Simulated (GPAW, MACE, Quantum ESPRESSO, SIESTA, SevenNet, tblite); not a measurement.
## SIESTA runs on amorphous Si0.4Ge0.6 (101 atoms)

Aim: run amorphous Si0.4Ge0.6 (101 atoms) in SIESTA and see how near its forces come to a plane-wave reference, and at what cost.

Method: the method is named at each step, in SIESTA 5.4.2.

**1. Set-up**

The cell holds 101 atoms: 40 Si and 61 Ge. Cell: a = 13.082 Å, b = 13.082 Å, c = 13.082 Å, α = 90.0°, β = 90.0°, γ = 90.0°. 101 atoms (40 Si, 61 Ge) placed at random at 4.12 g/cm³, melted at 3500 K for 10 ps at fixed volume with the Tersoff potential (Tersoff, Phys. Rev. B 39, 5566 (1989)). Quenched from 3500 K to 100 K at 500 K/ps and fixed volume, held 5 ps. Then every atom was moved at random, 0.05 Å r.m.s. a Cartesian component.

The yardstick, on the same geometry:

| Quantity | Value |
| --- | --- |
| method | Kohn-Sham DFT, PBE, SSSP efficiency 1.3.0 pseudopotentials, plane waves (Quantum ESPRESSO 7.5); sssp-pbe-1.3.0-efficiency, cutoffs 45/360 Ry, Γ point |
| r.m.s. force component | 0.534 eV/Å |
| longest force | 2.645 eV/Å |
| pressure | 0.2887 GPa |
| time | 9.9 min on 4 MPI ranks of Arm Neoverse V1, shared host |
| CPU time | 40 min |

**2. PBE, DZP, shift 0.01 Ry, mesh 300 Ry**

Method: Kohn-Sham DFT, PBE, PseudoDojo 0.4.1 norm-conserving pseudopotentials (converted to PSML), numerical atomic orbitals (DZP), diagonalisation.

The .psml files are PseudoDojo norm-conserving potentials that we converted to this format, checked against plane waves on the same files for H, C, O, Si, Ge and Ca alone.

input.fdf

```
SystemLabel cell
NumberOfAtoms 101
NumberOfSpecies 2
%block ChemicalSpeciesLabel
  1 14 Si
  2 32 Ge
%endblock ChemicalSpeciesLabel
LatticeConstant 1.0 Ang
%block LatticeVectors
  13.08230 0.00000 0.00000
  0.00000 13.08230 0.00000
  0.00000 0.00000 13.08230
%endblock LatticeVectors
PAO.BasisSize DZP
PAO.EnergyShift 0.01 Ry
XC.Functional GGA
XC.Authors PBE
MeshCutoff 300 Ry
%block kgrid_Monkhorst_Pack
  1 0 0 0.0
  0 1 0 0.0
  0 0 1 0.0
%endblock kgrid_Monkhorst_Pack
SolutionMethod diagon
OccupationFunction FD
ElectronicTemperature 580 K
SCF.Mixer.Method Pulay
SCF.Mixer.Weight 0.05
SCF.Mixer.History 8
SCF.Mix Hamiltonian
MaxSCFIterations 300
SCF.DM.Tolerance 1e-04
SCF.H.Tolerance 1.0e-3 eV
WriteForces T
Write.HirshfeldPop T
Write.VoronoiPop T
Write.DM F
Write.H F
XML.Write F
AtomicCoordinatesFormat Fractional
%block AtomicCoordinatesAndAtomicSpecies
  0.54471 0.13184 0.48315 1
  0.66253 0.12454 0.21123 1
  0.59414 0.86613 0.89757 1
  0.98395 0.77044 0.51400 1
  0.28237 0.66948 0.40095 1
  0.92863 0.55451 0.13606 1
  0.66145 0.81812 0.57179 1
  0.16033 0.89816 0.73505 1
  0.81591 0.86971 0.48129 1
  0.58807 0.66132 0.49576 1
  0.36460 0.74988 0.09374 1
  0.97307 0.19679 0.04745 1
  0.47781 0.14395 0.18682 1
  0.14136 0.47242 0.53775 1
  0.74213 0.96447 0.16221 1
  0.51285 0.42661 0.70182 1
  0.44757 0.42139 0.28414 1
  0.26575 0.85978 0.18836 1
  0.75257 0.33322 0.32536 1
  0.58710 0.85059 0.19925 1
  0.19408 0.74594 0.65212 1
  0.02375 0.69720 0.05681 1
  0.39788 0.30247 0.15653 1
  0.70330 0.79663 0.75138 1
  0.32152 0.53842 0.50926 1
  0.63086 0.11924 0.86166 1
  0.35604 0.70476 0.72015 1
  0.29497 0.69155 0.92232 1
  0.86733 0.04818 0.64151 1
  0.56798 0.97673 0.58975 1
  0.90628 0.65311 0.89320 1
  0.01823 0.37594 0.42502 1
  0.29192 0.32941 0.99084 1
  0.45908 0.58493 0.61903 1
  0.38538 0.37877 0.45513 1
  0.91522 0.26302 0.86623 1
  0.72309 0.99175 0.97302 1
  0.60724 0.67867 0.14375 1
  0.17689 0.60380 0.03332 1
  0.85798 0.06036 0.45120 1
  0.43047 0.58641 0.18388 2
  0.68146 0.64108 0.31719 2
  0.24347 0.31954 0.56410 2
  0.04851 0.39300 0.83075 2
  0.44624 0.11612 0.86423 2
  0.42840 0.56479 0.90965 2
  0.21440 0.97689 0.03718 2
  0.68755 0.43923 0.77734 2
  0.12432 0.38822 0.26047 2
  0.85659 0.45360 0.43746 2
  0.17104 0.80648 0.46642 2
  0.67148 0.41966 0.05546 2
  0.81723 0.43732 0.63810 2
  0.21533 0.33652 0.74708 2
  0.16773 0.94903 0.32952 2
  0.96679 0.77698 0.32856 2
[... 41 atom lines left out ...]
  0.22298 0.23803 0.22520 2
  0.26766 0.87832 0.88317 2
  0.44657 0.88802 0.29648 2
  0.06384 0.62524 0.61521 2
%endblock AtomicCoordinatesAndAtomicSpecies
```

The run is started by

```bash
OMP_NUM_THREADS=1 mpirun -np 2 siesta < input.fdf > output.txt
```

What it wrote:

```text
Version         : 5.4.2
reinit: System Name:
reinit: System Label: cell
initatom: Reading input for the pseudopotentials and atomic orbitals ----------
Species number:   1 Atomic number:   14 Label: Si
Species number:   2 Atomic number:   32 Label: Ge
Ground state valence configuration (from tables):   3s02  3p02  3d00  4f00
Ground state valence configuration (from tables):   4s02  4p02  4d00  4f00
---- Processing specs for species: Si
GGA--PBE XC_GGA_X_PBE--XC_GGA_C_PBE pb
---- Processing specs for species: Ge
GGA--PBE XC_GGA_X_PBE--XC_GGA_C_PBE pb
Semicore shell(s) with 10 electrons included in the valence for Ge
Semicore shell(s): 3d
Fallback to non-perturbative polarization scheme for Ge
Please see the manual if this is not desired in principle
Si pseudopotential only contains V_ls up to l=2 -- lmxkb reset.
Ge pseudopotential only contains V_ls up to l=2 -- lmxkb reset.
Using PAO.SplitTailNorm
%block ChemicalSpeciesLabel
    1   14 Si                      # Species index, atomic number, species label
    2   32 Ge                      # Species index, atomic number, species label
%endblock ChemicalSpeciesLabel
%block PAO.Basis                 # Define Basis set
Si                    2                    # Species label, number of l-shells
 n=3   0   2                         # n, l, Nzeta
   5.392      3.847
   1.000      1.000
 n=3   1   2 P   1                   # n, l, Nzeta, Polarization, NzetaPol
   6.844      4.952
   1.000      1.000
Ge                    4                    # Species label, number of l-shells
 n=4   0   2                         # n, l, Nzeta
   5.264      3.748
   1.000      1.000
 n=4   1   2                         # n, l, Nzeta
   6.996      5.083
   1.000      1.000
 n=3   2   1                         # n, l, Nzeta
   2.782
   1.000
 n=4   2   1                         # n, l, Nzeta
   6.996
   1.000
%endblock PAO.Basis
coor:   Atomic-coordinates input format  =     Fractional
siesta: System type = bulk
initatomlists: Number of atoms, orbitals, and projectors:    101  1618  1818
siesta: ******************** Simulation parameters ****************************
Total number of electrons:  1014.000000
Total ionic charge:  1014.000000
 Kpoints in:            1 . Kpoints trimmed:            1
siesta: k-grid: Number of k-points = 1
siesta: k-points from Monkhorst-Pack grid
siesta: k-cutoff (effective) =     6.541 Ang
siesta: k-point supercell and displacements
siesta: k-grid:     1     0     0      0.000
siesta: k-grid:     0     1     0      0.000
siesta: k-grid:     0     0     1      0.000
                     ====================================
                        Single-point calculation
                     ====================================
outcell: Unit cell vectors (Ang):
       13.082300    0.000000    0.000000
        0.000000   13.082300    0.000000
        0.000000    0.000000   13.082300
outcell: Cell vector modules (Ang)   :   13.082300   13.082300   13.082300
outcell: Cell angles (23,13,12) (deg):     90.0000     90.0000     90.0000
outcell: Cell volume (Ang**3)        :   2238.9908
Gamma-point calculation with multiply-connected orbital pairs
Gamma-point calculation with multiply-connected orbital pairs
Folding of H and S implicitly performed
Folding of H and S implicitly performed
new_DM -- step:     1
Initializing Density Matrix...
Attempting to read DM from file... Failed...
DM filled with atomic data:
InitMesh: MESH = 144 x 144 x 144 = 2985984
InitMesh: Mesh cutoff (required, used) =   300.000   334.857 Ry
stepf: Fermi-Dirac step function
        iscf     Eharris(eV)        E_KS(eV)     FreeEng(eV)     dDmax    Ef(eV) dHmax(eV)
   scf:    1  -152693.949425  -152744.478142  -152744.779958  1.404800 -3.878435  5.794990
   scf:    2  -152755.116068  -152750.627151  -152750.935646  0.015032 -3.882940  3.845609
   scf:    3  -152756.210204  -152754.017704  -152754.331310  0.017212 -3.895844  2.868461
   scf:    4  -152756.332230  -152755.473574  -152755.791939  0.022538 -3.918546  1.840939
   scf:    5  -152756.501570  -152756.091624  -152756.414658  0.032569 -3.946934  0.964985
   scf:    6  -152756.308164  -152756.222712  -152756.549448  0.022419 -3.966455  0.684825
[...]
scf:   19  -152756.399110  -152756.399112  -152756.728330  0.000055 -3.998619  0.001482
   scf:   20  -152756.399114  -152756.399113  -152756.728331  0.000035 -3.998533  0.001059
   scf:   21  -152756.399114  -152756.399113  -152756.728331  0.000025 -3.998479  0.000838
SCF Convergence by DM+H criterion
max |DM_out - DM_in|         :     0.0000247659
max |H_out - H_in|      (eV) :     0.0008379274
SCF cycle converged after 21 iterations
Using DM_out to compute the final energy and forces
siesta: E_KS(eV) =          -152756.3991
siesta: E_KS - E_eggbox =   -152756.3991
siesta: Atomic forces (eV/Ang):
     1    0.817156   -0.128028    0.458488
     2   -0.063251   -0.365315   -0.872969
     3    0.230265   -0.264726   -0.712588
     4    0.031249   -0.016332    0.617217
     5   -0.050333    0.184724   -0.804075
     6   -0.044462    0.624731   -0.078978
[...]
99   -0.630241   -0.746243    0.362643
   100   -0.994358    0.757396   -0.172015
   101   -0.496723   -0.377707   -0.028056
----------------------------------------
   Tot    0.001378    0.000333    0.006662
----------------------------------------
   Max    2.676384
   Res    0.614748    sqrt( Sum f_i^2 / 3N )
----------------------------------------
   Max    2.676384    constrained
Stress tensor Voigt[x,y,z,yz,xz,xy] (kbar):      -19.03      -12.59      -20.64       -2.41       -2.24       10.45
(Free)E + p*V (eV/cell)  -152732.3822
Target enthalpy (eV/cell)  -152756.7283
siesta: Program's energy decomposition (eV):
siesta: Ebs     =    -21104.040991
siesta: Eions   =    156052.038724
siesta: Ena     =      5379.819662
siesta: Ekin    =    113104.680138
siesta: Enl     =    -77671.189959
siesta: DEna    =       362.990924
siesta: DUscf   =        12.566518
siesta: Ex      =    -35776.024459
siesta: Ec      =     -2117.203214
siesta: Exc     =    -37893.227673
siesta: Eharris =   -152756.399114
siesta: Etot    =   -152756.399114
siesta: FreeEng =   -152756.728331
siesta: Final energy (eV):
siesta:  Band Struct. =  -21104.040991
siesta:       Kinetic =  113104.680138
siesta:       Hartree =   58749.033824
siesta:         Exch. =  -35776.024459
siesta:         Corr. =   -2117.203214
siesta:   Exch.-corr. =  -37893.227673
siesta:  Ion-electron = -225803.445738
siesta:       Ion-ion =  -60913.439664
siesta:         Total = -152756.399114
siesta:         Fermi =      -3.998479
siesta: Stress tensor (static) (eV/Ang**3):
siesta:    -0.011880    0.006521   -0.001395
siesta:     0.006521   -0.007861   -0.001506
siesta:    -0.001395   -0.001506   -0.012880
siesta: Cell volume =       2238.990816 Ang**3
siesta: Pressure (static):
siesta:                Solid            Molecule  Units
siesta:           0.00011843          0.00013501  Ry/Bohr**3
siesta:           0.01087372          0.01239606  eV/Ang**3
siesta:          17.42161912         19.86068313  kBar
    Orbital volume contribution        =          79.241354 eV
    (Free)E + p_basis*V_orbitals       =     -152677.486977 eV
    (Free)Eharris+ p_basis*V_orbitals  =     -152677.486977 eV
Hirshfeld Atomic Populations:
Atom #   charge [q] valence [e]  Species
     1    -0.003566    4.003566  Si
     2    -0.017398    4.017398  Si
     3    -0.030072    4.030072  Si
     4    -0.039789    4.039789  Si
     5    -0.036585    4.036585  Si
     6    -0.037810    4.037810  Si
[...]
41     0.023808   13.976192  Ge
    42     0.026636   13.973364  Ge
    43     0.026102   13.973898  Ge
    44     0.012991   13.987009  Ge
    45    -0.012083   14.012083  Ge
    46     0.019488   13.980512  Ge
[...]
--------------------
 Total     0.000067
Voronoi Atomic Populations:
Atom #   charge [q] valence [e]  Species
[...]
38    -0.046995    4.046995  Si
    39     0.009608    3.990392  Si
    40    -0.005182    4.005182  Si
[...]
99     0.037074   13.962926  Ge
   100     0.032392   13.967608  Ge
   101     0.023833   13.976167  Ge
--------------------
 Total     0.000067
```

The job ended after 6 min (2 MPI ranks of Arm Neoverse V1, shared host; peak memory 2.4 GiB; 12 min of CPU time).

Banners, paths, timers and routine set-up lines are dropped from the logs unmarked, and long logs keep their key lines alone; longer cuts are marked.

Numbers from this run, and their distance from the reference:

| Property | Result |
| --- | --- |
| r.m.s. force component | 0.6148 eV/Å |
| r.m.s. difference of force components | 139.1 meV/Å |
| longest difference of force vectors | 446.9 meV/Å |
| force difference over r.m.s. force | 26.05 % |
| slope of forces against the reference's | 1.129 |
| correlation of force components | 0.9805 |
| pressure | 1.742 GPa |
| pressure difference | 1.454 GPa |

This run lies far from the reference in forces at the same functional.

Length of the force difference by element (eV/Å):

```csv
element,atoms,mean,most
Ge,61,0.28,0.45
Si,40,0.12,0.24
```

Local excerpt of 10 atoms (numbers count through the whole input) about Ge95, whose charge lies farthest from its element's mean; x, y, z are measured from there.

```csv
atom,x,y,z,distance (Å),bonds,Hirshfeld charge (e),Fx,Fy,Fz (eV/Å)
Ge95,0.00,0.00,0.00,0.00,4,0.06,-0.60,-0.01,-0.30
Si10,-1.07,2.34,-0.15,2.58,5,-0.04,-0.42,0.89,0.18
Ge50,2.44,-0.38,-0.92,2.63,5,0.02,-0.03,0.24,-0.93
Ge53,1.92,-0.59,1.71,2.64,5,0.00,0.57,-0.04,0.32
Ge66,-1.68,-2.01,0.44,2.65,4,0.02,-0.05,-0.58,0.07
Ge42,0.15,2.07,-2.49,3.24,5,0.03,-1.13,0.08,0.01
Si19,1.08,-1.95,-2.38,3.27,4,-0.07,0.01,-0.61,2.68
Ge60,-0.48,-0.41,-3.28,3.34,4,0.00,-0.61,-0.02,0.50
Si16,-2.06,-0.73,2.54,3.35,4,-0.04,0.65,0.20,-0.31
Si34,-2.76,1.34,1.46,3.40,4,-0.01,0.07,0.02,0.27
```

Forces lie 26 % from the reference's, at 0.30 times its CPU time (on 2 against 4 cores).

**3. PBE, SZ, shift 0.01 Ry, mesh 300 Ry**

Method: Kohn-Sham DFT, PBE, PseudoDojo 0.4.1 norm-conserving pseudopotentials (converted to PSML), numerical atomic orbitals (SZ), diagonalisation.

input.fdf, as its differences from that of step 2:

```diff
@@ -13,3 +13,3 @@
 %endblock LatticeVectors
-PAO.BasisSize DZP
+PAO.BasisSize SZ
 PAO.EnergyShift 0.01 Ry
```

The run is started by

```bash
OMP_NUM_THREADS=1 siesta < input.fdf > output.txt
```

What it wrote:

```text
Version         : 5.4.2
reinit: System Name:
reinit: System Label: cell
initatom: Reading input for the pseudopotentials and atomic orbitals ----------
Species number:   1 Atomic number:   14 Label: Si
Species number:   2 Atomic number:   32 Label: Ge
Ground state valence configuration (from tables):   3s02  3p02  3d00  4f00
Ground state valence configuration (from tables):   4s02  4p02  4d00  4f00
---- Processing specs for species: Si
GGA--PBE XC_GGA_X_PBE--XC_GGA_C_PBE pb
---- Processing specs for species: Ge
GGA--PBE XC_GGA_X_PBE--XC_GGA_C_PBE pb
Semicore shell(s) with 10 electrons included in the valence for Ge
Semicore shell(s): 3d
Ge pseudopotential only contains V_ls up to l=2 -- lmxkb reset.
Using PAO.SplitTailNorm
%block ChemicalSpeciesLabel
[... lines left out ...]
Total number of electrons:  1014.000000
[... lines left out ...]
stepf: Fermi-Dirac step function
        iscf     Eharris(eV)        E_KS(eV)     FreeEng(eV)     dDmax    Ef(eV) dHmax(eV)
[... lines left out ...]
SCF Convergence by DM+H criterion
[... lines left out ...]
SCF cycle converged after 18 iterations
[... lines left out ...]
   Max    4.088842
[... lines left out ...]
   Max    4.088842    constrained
Stress tensor Voigt[x,y,z,yz,xz,xy] (kbar):      -90.25      -81.82      -95.61       -2.31       -1.51       14.98
[... lines left out ...]
siesta: DEna    =       292.198820
siesta: DUscf   =         7.464748
siesta: Ex      =    -35855.711338
siesta: Ec      =     -2121.952121
siesta: Exc     =    -37977.663460
siesta: Eharris =   -152668.039257
siesta: Etot    =   -152668.039250
siesta: FreeEng =   -152668.341322
siesta: Final energy (eV):
siesta:  Band Struct. =  -20758.920421
siesta:       Kinetic =  113963.481135
siesta:       Hartree =   59011.598609
siesta:         Exch. =  -35855.711338
siesta:         Corr. =   -2121.952121
siesta:   Exch.-corr. =  -37977.663460
siesta:  Ion-electron = -226752.015870
siesta:       Ion-ion =  -60913.439664
siesta:         Total = -152668.039250
siesta:         Fermi =      -3.738764
siesta: Stress tensor (static) (eV/Ang**3):
siesta:    -0.056331    0.009350   -0.000945
siesta:     0.009350   -0.051068   -0.001441
siesta:    -0.000945   -0.001441   -0.059677
siesta: Cell volume =       2238.990816 Ang**3
siesta: Pressure (static):
siesta:                Solid            Molecule  Units
siesta:           0.00060656          0.00056437  Ry/Bohr**3
siesta:           0.05569198          0.05181825  eV/Ang**3
siesta:          89.22839017         83.02199216  kBar
    Orbital volume contribution        =          38.895565 eV
    (Free)E + p_basis*V_orbitals       =     -152629.445757 eV
    (Free)Eharris+ p_basis*V_orbitals  =     -152629.445764 eV
Hirshfeld Atomic Populations:
Atom #   charge [q] valence [e]  Species
     1    -0.001326    4.001326  Si
     2    -0.029777    4.029777  Si
     3    -0.011912    4.011912  Si
[...]
41     0.013588   13.986412  Ge
    42     0.031704   13.968296  Ge
    43     0.025891   13.974109  Ge
[...]
--------------------
 Total    -0.000021
Voronoi Atomic Populations:
Atom #   charge [q] valence [e]  Species
[...]
39    -0.000164    4.000164  Si
    40     0.006586    3.993414  Si
[...]
100     0.026290   13.973710  Ge
   101     0.044384   13.955616  Ge
--------------------
 Total    -0.000021
```

Run time: 2.6 min. Hardware: 1 thread; peak memory 1 GiB.

Numbers from this run, and their distance from the reference:

```yaml
r_m_s_force_component: 0.8402 eV/Å
r_m_s_difference_of_force_components: 410.6 meV/Å
longest_difference_of_force_vectors: 1614 meV/Å
force_difference_over_r_m_s_force: 76.9 %
slope_of_forces_against_the_reference_s: 1.442
correlation_of_force_components: 0.9166
pressure: 8.923 GPa
pressure_difference: 8.634 GPa
```

This is a coarse setting, run to see what it loses.

Against the first run (26 %), the force difference from the reference is 77 %, at 0.22 times the CPU time (on 1 against 2 cores), with 709 basis functions against 1618: the smaller basis costs accuracy.

**4. BLYP, PBE potentials, DZP, shift 0.01 Ry, mesh 300 Ry**

Method: Kohn-Sham DFT, BLYP, PseudoDojo 0.4.1 norm-conserving pseudopotentials (converted to PSML), numerical atomic orbitals (DZP), diagonalisation.

input.fdf, as its differences from that of step 3:

```diff
@@ -13,6 +13,6 @@
 %endblock LatticeVectors
-PAO.BasisSize SZ
+PAO.BasisSize DZP
 PAO.EnergyShift 0.01 Ry
 XC.Functional GGA
-XC.Authors PBE
+XC.Authors BLYP
 MeshCutoff 300 Ry
```

The run is started by

```bash
OMP_NUM_THREADS=1 mpirun -np 2 siesta < input.fdf > output.txt
```

What it wrote:

```text
Version         : 5.4.2
reinit: System Name:
reinit: System Label: cell
initatom: Reading input for the pseudopotentials and atomic orbitals ----------
Species number:   1 Atomic number:   14 Label: Si
Species number:   2 Atomic number:   32 Label: Ge
Ground state valence configuration (from tables):   3s02  3p02  3d00  4f00
[... lines left out ...]
        iscf     Eharris(eV)        E_KS(eV)     FreeEng(eV)     dDmax    Ef(eV) dHmax(eV)
[... lines left out ...]
SCF Convergence by DM+H criterion
[... lines left out ...]
SCF cycle converged after 20 iterations
[... lines left out ...]
   Max    2.657420
[... lines left out ...]
   Max    2.657420    constrained
Stress tensor Voigt[x,y,z,yz,xz,xy] (kbar):      -57.88      -51.70      -60.39       -2.41       -2.29        9.92
[... lines left out ...]
siesta: FreeEng =   -152459.956637
[... lines left out ...]
siesta:         Fermi =      -3.580616
[... lines left out ...]
siesta:           0.03536236          0.03739758  eV/Ang**3
siesta:          56.65675474         59.91752447  kBar
    Orbital volume contribution        =          79.165940 eV
    (Free)E + p_basis*V_orbitals       =     -152380.790697 eV
    (Free)Eharris+ p_basis*V_orbitals  =     -152380.790700 eV
Hirshfeld Atomic Populations:
Atom #   charge [q] valence [e]  Species
     1    -0.001684    4.001684  Si
     2    -0.015471    4.015471  Si
     3    -0.029068    4.029068  Si
[...]
41     0.018995   13.981005  Ge
    42     0.027217   13.972783  Ge
    43     0.024951   13.975049  Ge
[...]
--------------------
 Total    -0.000023
Voronoi Atomic Populations:
Atom #   charge [q] valence [e]  Species
[...]
39     0.013466    3.986534  Si
    40    -0.003835    4.003835  Si
[...]
100     0.029294   13.970706  Ge
   101     0.017937   13.982063  Ge
--------------------
 Total    -0.000024
```

Run time: 5.7 min. Hardware: 2 MPI ranks; peak memory 2.4 GiB; 11 min of CPU time.

Against the reference:

* r.m.s. force component: 0.6031 eV/Å
* r.m.s. difference of force components: 141.9 meV/Å
* longest difference of force vectors: 495.6 meV/Å
* force difference over r.m.s. force: 26.57 %
* slope of forces against the reference's: 1.103
* correlation of force components: 0.9762
* pressure: 5.666 GPa
* pressure difference: 5.377 GPa

Against the first run (26 %), the force difference from the reference is 27 %, at 0.96 times the CPU time; the model has changed, so this is no error of the program alone.

(Part 1 of 2 ends here.)

[Also dropped from logs without a mark: logging warnings of Python, and SIESTA's first energy breakdown and zero terms.]

[Logs are printed without paths, hosts, clocks, repeated set-up lines and the standing remarks that a program may print on its own settings, such as how far it seeks lower states.]

[Hosts, paths, dates, database ids (printed as entryN), source tags and the programs' standing remarks are cut or masked in the printed files.]
